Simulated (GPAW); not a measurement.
# A Li chain with a Pt atom on top of one atom: transmission at several levels, part 2 of 2

Wanted: the zero-bias transmission of a Li chain with a Pt atom on top of one atom on a ladder of levels, with run times.

GPAW 26.7.0; GPAW LCAO, PAW setups; Landauer transmission from Green's functions with principal layers (ASE), zero bias.

So far, transmission at the Fermi level (one spin): step 2 (double-zeta polarised basis, PBE, GPAW) 0.103; step 3 (basis szp(dzp), PBE, GPAW) 0.113; step 4 (basis sz(dzp), PBE, GPAW) 0.0847; step 5 (LDA) 0.0837.

### 8. Grid spacing 0.22, density threshold 1e-06, functional revPBE

The real-space grid carries density and potential; a coarse one breaks translation symmetry along the lead and scatters electrons that should pass. The Hamiltonian is taken from the last density. The density threshold is one of the tests that end the cycle; the energy must settle too, so a loose value may not be the test that decides. The functional moves levels against the Fermi level.

This step: GPAW LCAO, PAW setups; Landauer transmission from Green's functions with principal layers (ASE), zero bias (GPAW 26.7.0).

Input file run.py:

```python
import json
import numpy as np
from ase import Atoms
from ase.transport.calculators import TransportCalculator
from gpaw import GPAW, FermiDirac
from gpaw.lcao.tools import get_lcao_hamiltonian
from scipy.linalg import eigh

# The junction with lead layers at both ends, along the third cell vector
device = Atoms(
    ['Li', 'Li', 'Li', 'Li', 'Li', 'Li', 'Pt', 'Li', 'Li', 'Li', 'Li', 'Li'],
    positions=[
        [4.50000, 4.50000, 1.47500],
        [4.50000, 4.50000, 4.42500],
        [4.50000, 4.50000, 7.37500],
        [4.50000, 4.50000, 10.32500],
        [4.50000, 4.50000, 13.27500],
        [4.50000, 4.50000, 16.22500],
        [6.95800, 4.50000, 16.22500],
        [4.50000, 4.50000, 19.17500],
        [4.50000, 4.50000, 22.12500],
        [4.50000, 4.50000, 25.07500],
        [4.50000, 4.50000, 28.02500],
        [4.50000, 4.50000, 30.97500]],
    cell=[[9.0, 0.0, 0.0], [0.0, 9.0, 0.0], [0.0, 0.0, 32.45]],
    pbc=True)

# One principal layer of the lead: the first 3 atoms of the device
lead = Atoms(
    ['Li', 'Li', 'Li'],
    positions=[
        [4.50000, 4.50000, 1.47500],
        [4.50000, 4.50000, 4.42500],
        [4.50000, 4.50000, 7.37500]],
    cell=[[9.0, 0.0, 0.0], [0.0, 9.0, 0.0], [0.0, 0.0, 8.85]],
    pbc=True)

settings = dict(mode='lcao', basis='dzp', xc='revPBE', h=0.22,
                occupations=FermiDirac(0.1), maxiter=250,
                mixer=dict(beta=0.1, nmaxold=8, weight=100.0),
                convergence=dict(density=1e-06))
energies = np.arange(-3, 3 + 1e-9, 0.075)
eta = 0.0001
n1, n2 = 1, 1
# k and -k transmit alike, so half of the mesh across the current serves
mesh = [(i, j) for i in range(n1) for j in range(n2) if (i, j) <= (-i % n1, -j % n2)]
weights = np.array([1 if (i, j) == (-i % n1, -j % n2) else 2 for i, j in mesh]) / (n1 * n2)

# [... helper functions left out ...]
fermi_lead = ground_state(lead, (1, 1, 13), 'lead.txt')
fermi_device = ground_state(device, (1, 1, 3), 'device.txt')
# [... loop over the mesh left out, but for ...]
        # Shift the lead onto the potential of the device's first layer
        shift = ((H[:, 0, 0] - H0[:, 0, 0]) / S0[0, 0]).real.mean()
# [...]
kT = 8.617333e-5 * 300
bias = [0.1, 0.2, 0.5, 1.0, 1.5, 2.0]
# [... integrals and printing left out ...]
```

Started as:

```
$ OMP_NUM_THREADS=1 OPENBLAS_NUM_THREADS=1 python run.py
```

The log of the run:

```text
basis functions: device 82, principal layer 15
Fermi level: lead -2.6983 eV, device -2.6484 eV; lead shifted by -0.0007 eV
largest coupling past the next layer 1.32e-08 eV, largest misfit of the first layer 0.024 eV
  E-E_F (eV)   T (one spin)  [channel counts left out]
    -3.000    1.1549e-15
    -2.925    1.1391e-15
    -2.850    1.1225e-15
    -2.775    1.1053e-15
    -2.700    1.0873e-15
    -2.625    1.0685e-15
    -2.550    1.0490e-15
    -2.475    1.0287e-15
    -2.400    1.0077e-15
    -2.325    9.8591e-16
    -2.250    9.6340e-16
    -2.175    9.4022e-16
    -2.100    9.1647e-16
    -2.025    8.9234e-16
    -1.950    8.6822e-16
    -1.875    8.4504e-16
[...]
2.475    2.5899e-09
     2.550    5.0955e-10
     2.625    7.6938e-11
     2.700    3.6866e-11
     2.775    1.3044e-11
     2.850    3.8777e-12
     2.925    5.2734e-13
     3.000    1.6851e-13
conductance at 300 K: 0.10363 G0 a cell; thermopower 13.78 uV/K
current from the zero-bias T(E) at 0.1 V: 0.79812 uA
current from the zero-bias T(E) at 0.2 V: 1.5688 uA
current from the zero-bias T(E) at 0.5 V: 3.5185 uA
current from the zero-bias T(E) at 1.0 V: 6.6177 uA
current from the zero-bias T(E) at 1.5 V: 19.745 uA
current from the zero-bias T(E) at 2.0 V: 36.194 uA
```

It took 34 s on 1 thread of Arm Neoverse V1, shared host; peak memory 0.77 GiB.

Numbers from this step:

```
conductance                                    : 0.1036 G₀
thermopower                                    : 13.78 μV/K
largest coupling past the next principal layer : 1.32e-8 eV
largest misfit of the first principal layer    : 0.02363 eV
shift that aligns the lead                     : -7.20e-4 eV
transmission at the Fermi level (one spin)     : 0.1062
```

One spin. Table of transmission, zone mean by energy, zero at the Fermi level:

```csv
energy (eV),"transmission, zone mean"
-3.0000,0
-2.7750,0
-2.4750,0
-2.2500,0
-2.0250,0
-1.7250,0
-1.5000,0
-1.2750,0
-0.9750,0
-0.7500,0.0580
-0.6000,0.903
-0.5250,0.303
-0.2250,0.117
0.0000,0.106
0.2250,0.0342
0.5250,0.0995
0.7500,0.666
0.9750,0.947
1.2750,0.992
1.3500,0.993
1.5000,0.991
1.7250,0.972
2.0250,0.832
2.2500,0.434
2.4750,2.6e-9
2.7750,1.3e-11
3.0000,0
```

Not self-consistent under bias; the bias window is split evenly. Table of current through one cell, from the zero-bias transmission by bias:

```csv
bias (V),"current through one cell, from the zero-bias transmission (μA)"
0.100,0.798
0.200,1.57
0.500,3.52
1.000,6.62
1.500,19.7
2.000,36.2
```

The transmission of the three most open eigenchannels by energy, zero at the Fermi level:

```
energy (eV)  channel 1  channel 2 = channel 3
      -3.00          0                      0
      -2.85          0                      0
      -2.70          0                      0
      -2.55          0                      0
      -2.33          0                      0
      -2.17          0                      0
      -2.02          0                      0
      -1.88          0                      0
      -1.73          0                      0
      -1.57          0                      0
      -1.35          0                      0
      -1.20          0                      0
      -1.05          0                      0
      -0.90          0                      0
      -0.75     0.0580                      0
      -0.60      0.903                      0
      -0.38      0.111                      0
      -0.23      0.117                      0
      -0.07      0.116                      0
       0.00      0.106                      0
       0.07     0.0874                      0
       0.23     0.0342                      0
       0.38     6.1e-5                      0
       0.60      0.262                      0
       0.75      0.666                      0
       0.90      0.900                      0
       1.05      0.971                      0
       1.20      0.989                      0
       1.35      0.993                      0
       1.57      0.988                      0
       1.73      0.972                      0
       1.88      0.930                      0
       2.02      0.832                      0
       2.17      0.616                      0
       2.33      0.192                      0
       2.55    5.1e-10                      0
       2.70    3.7e-11                      0
       2.85    3.9e-12                      0
       3.00          0                      0
```

The conductance, 0.104 G₀, lies 3.1 % above that of the dzp run.

### 9. Density threshold 0.001, smearing 0.3

The Hamiltonian is taken from the last density. The density threshold is one of the tests that end the cycle; the energy must settle too, so a loose value may not be the test that decides. Smearing helps the SCF of a metal converge, but it blurs occupations at band edges near the Fermi level.

Edit run.py of step 8 so:

```diff
@@ -37,6 +37,6 @@
 
-settings = dict(mode='lcao', basis='dzp', xc='revPBE', h=0.22,
-                occupations=FermiDirac(0.1), maxiter=250,
+settings = dict(mode='lcao', basis='dzp', xc='PBE', h=0.2,
+                occupations=FermiDirac(0.3), maxiter=250,
                 mixer=dict(beta=0.1, nmaxold=8, weight=100.0),
-                convergence=dict(density=1e-06))
+                convergence=dict(density=0.001))
 energies = np.arange(-3, 3 + 1e-9, 0.075)
```

The log of the run:

```text
basis functions: device 82, principal layer 15
Fermi level: lead -2.6392 eV, device -2.6239 eV; lead shifted by -0.0006 eV
largest coupling past the next layer 1.27e-08 eV, largest misfit of the first layer 0.005 eV
  E-E_F (eV)   T (one spin)  [channel counts left out]
    -3.000    1.1480e-15
    -2.925    1.1319e-15
    -2.850    1.1151e-15
    -2.775    1.0975e-15
    -2.700    1.0792e-15
    -2.625    1.0602e-15
    -2.550    1.0403e-15
    -2.475    1.0197e-15
    -2.400    9.9841e-16
    -2.325    9.7639e-16
    -2.250    9.5378e-16
    -2.175    9.3076e-16
    -2.100    9.0777e-16
    -2.025    8.8594e-16
    -1.950    8.6918e-16
    -1.875    8.8493e-16
[...]
2.475    1.5019e-10
     2.550    1.2176e-10
     2.625    1.4687e-11
     2.700    5.9240e-12
     2.775    1.9760e-12
     2.850    3.6647e-13
     2.925    8.1103e-15
     3.000    9.4863e-13
conductance at 300 K: 0.078625 G0 a cell; thermopower 22.92 uV/K
current from the zero-bias T(E) at 0.1 V: 0.60677 uA
current from the zero-bias T(E) at 0.2 V: 1.1997 uA
current from the zero-bias T(E) at 0.5 V: 2.7881 uA
current from the zero-bias T(E) at 1.0 V: 5.5037 uA
current from the zero-bias T(E) at 1.5 V: 14.942 uA
current from the zero-bias T(E) at 2.0 V: 32.221 uA
```

Elapsed: 31 s, on 1 thread; peak memory 0.99 GiB.

The run finished with changed settings (conv = 0.001 and width = 0.3); it serves as a test.

The two runs compared:

```csv
quantity,this run,sound run,difference
conductance (G₀),0.078625,0.10054,-0.0219
thermopower (μV/K),22.921,15.141,7.78
largest coupling past the next principal layer (eV),1.270e-8,1.280e-8,-1.0e-10
largest misfit of the first principal layer (eV),0.0050536,0.022615,-0.0176
shift that aligns the lead (eV),-6.207e-4,-5.697e-4,-5.1e-5
transmission at the Fermi level (one spin),0.080152,0.10324,-0.0231
```

The two runs differ clearly in the thermopower: 22.9 μV/K against 15.1 μV/K.

### 10. Outcome

* conductance: 0.101 G₀
* transmission at the Fermi level, mean of the spins: 0.103
* thermopower: 15.1 μV/K

In the dzp basis the junction conducts 0.101 G₀ at 300 K, with T = 0.103 a spin at the Fermi level; the szp basis reaches that conductance within 10 %. At the Fermi level one eigenchannel carries the current (0.10). The positive thermopower says that the thermally weighted transmission is larger below the Fermi level, as for hole-like transport. Measured against the first run (dzp), the nearest curve is that of szp (r.m.s. 0.045) and the farthest that of sz (0.40). Over the compared runs wall time goes from 25 s (sz) to 35 s (dzp), on a shared host. The geometry was built from estimated bond lengths and not relaxed, so the numbers describe this model structure. The run had no spin polarisation, so a magnetic state, which chains and small molecules with open shells often have, wasn't tested. Spin-orbit coupling is left out, which matters for the heavy atoms here. An evenly spaced straight chain is an idealisation: free chains tend to dimerise, zigzag or, where a band edge lies near the Fermi level, turn magnetic. The currents use the zero-bias T(E) throughout, which holds only while the bias is small against the distance to the nearest feature. The energy step is wider than the thermal energy, so the conductance and thermopower rest on interpolation of T(E).

[Logs are printed without paths, hosts, clocks, repeated set-up lines and the standing remarks that a program may print on its own settings, such as how far it seeks lower states.]

[Hosts, paths, dates, database ids (printed as entryN), source tags and the programs' standing remarks are cut or masked in the printed files.]
